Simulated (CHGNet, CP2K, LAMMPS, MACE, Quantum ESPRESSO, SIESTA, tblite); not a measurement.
# Bulk modulus two ways: glassy 33Al2O3-67P2O5 (mol %) (57 atoms), QE, PBE

The cell holds 57 atoms (6 Al, 12 P and 39 O). Recipe: 57 atoms (6 Al, 12 P, 39 O) placed at random at 2.5 g/cm³, melted at 4000 K for 10 ps at fixed volume with the Morse and Coulomb pair potential with partial charges (Pedone, Malavasi, Menziani, Cormack and Segre, J. Phys. Chem. B 110, 11780 (2006)). Quenched from 4000 K to 300 K at 60 K/ps and fixed volume, held 10 ps at zero pressure. Then the atoms were relaxed with MACE MPA-0 medium in the fixed cell.

Calculated with Quantum ESPRESSO 7.5: PBE; plane waves, SSSP efficiency, 60/480 Ry; k-points Γ. The cell is scaled evenly by ±3 % in volume, and MACE MPA-0 medium relaxes the atoms at each volume before the single point.

| volume (Å³/atom) | energy less the middle row's (meV/atom) | pressure (GPa) |
| --- | --- | --- |
| 12.953 | -3.942 | 0.025 |
| 13.353 | 0.000 | -1.452 |
| 13.754 | 6.972 | -2.677 |

Task: Find the bulk modulus at the middle volume from the pressures and from the energies, and check the printed pressure against the slope of the energy (1 meV/Å³ = 0.16022 GPa).

Worked:

The step is h = 0.4006 Å³. From pressures: B = −V dP/dV = 13.353 × (0.025 − (-2.677)) / (2 × 0.4006) = 45.0 GPa.

From energies: B = V d²E/dV² = 13.353 × (-3.942 + (6.972)) / 0.4006² = 252.2 meV/Å³ = 40.4 GPa.

Slope: P = −dE/dV = −(6.972 − (-3.942)) / (2 × 0.4006) = -13.6 meV/Å³ = -2.18 GPa, against -1.45 GPa printed.

The modulus from energies lies 10 % under that from pressures.

A central difference over ±3 % overstates P by about B(1 + B′)(0.03)²/6, some 0.03 GPa for B′ = 4, which is small against the gap found. The atoms follow MACE MPA-0 medium, so this level's forces do work along the path, which enters the energies but not the printed pressures.

Limits: three points, a static cell at zero temperature, the cell shape held; the modulus is that at -1.5 GPa, not at zero pressure.

[Hosts, paths, dates, database ids (printed as entryN), source tags and the programs' standing remarks are cut or masked in the printed files.]
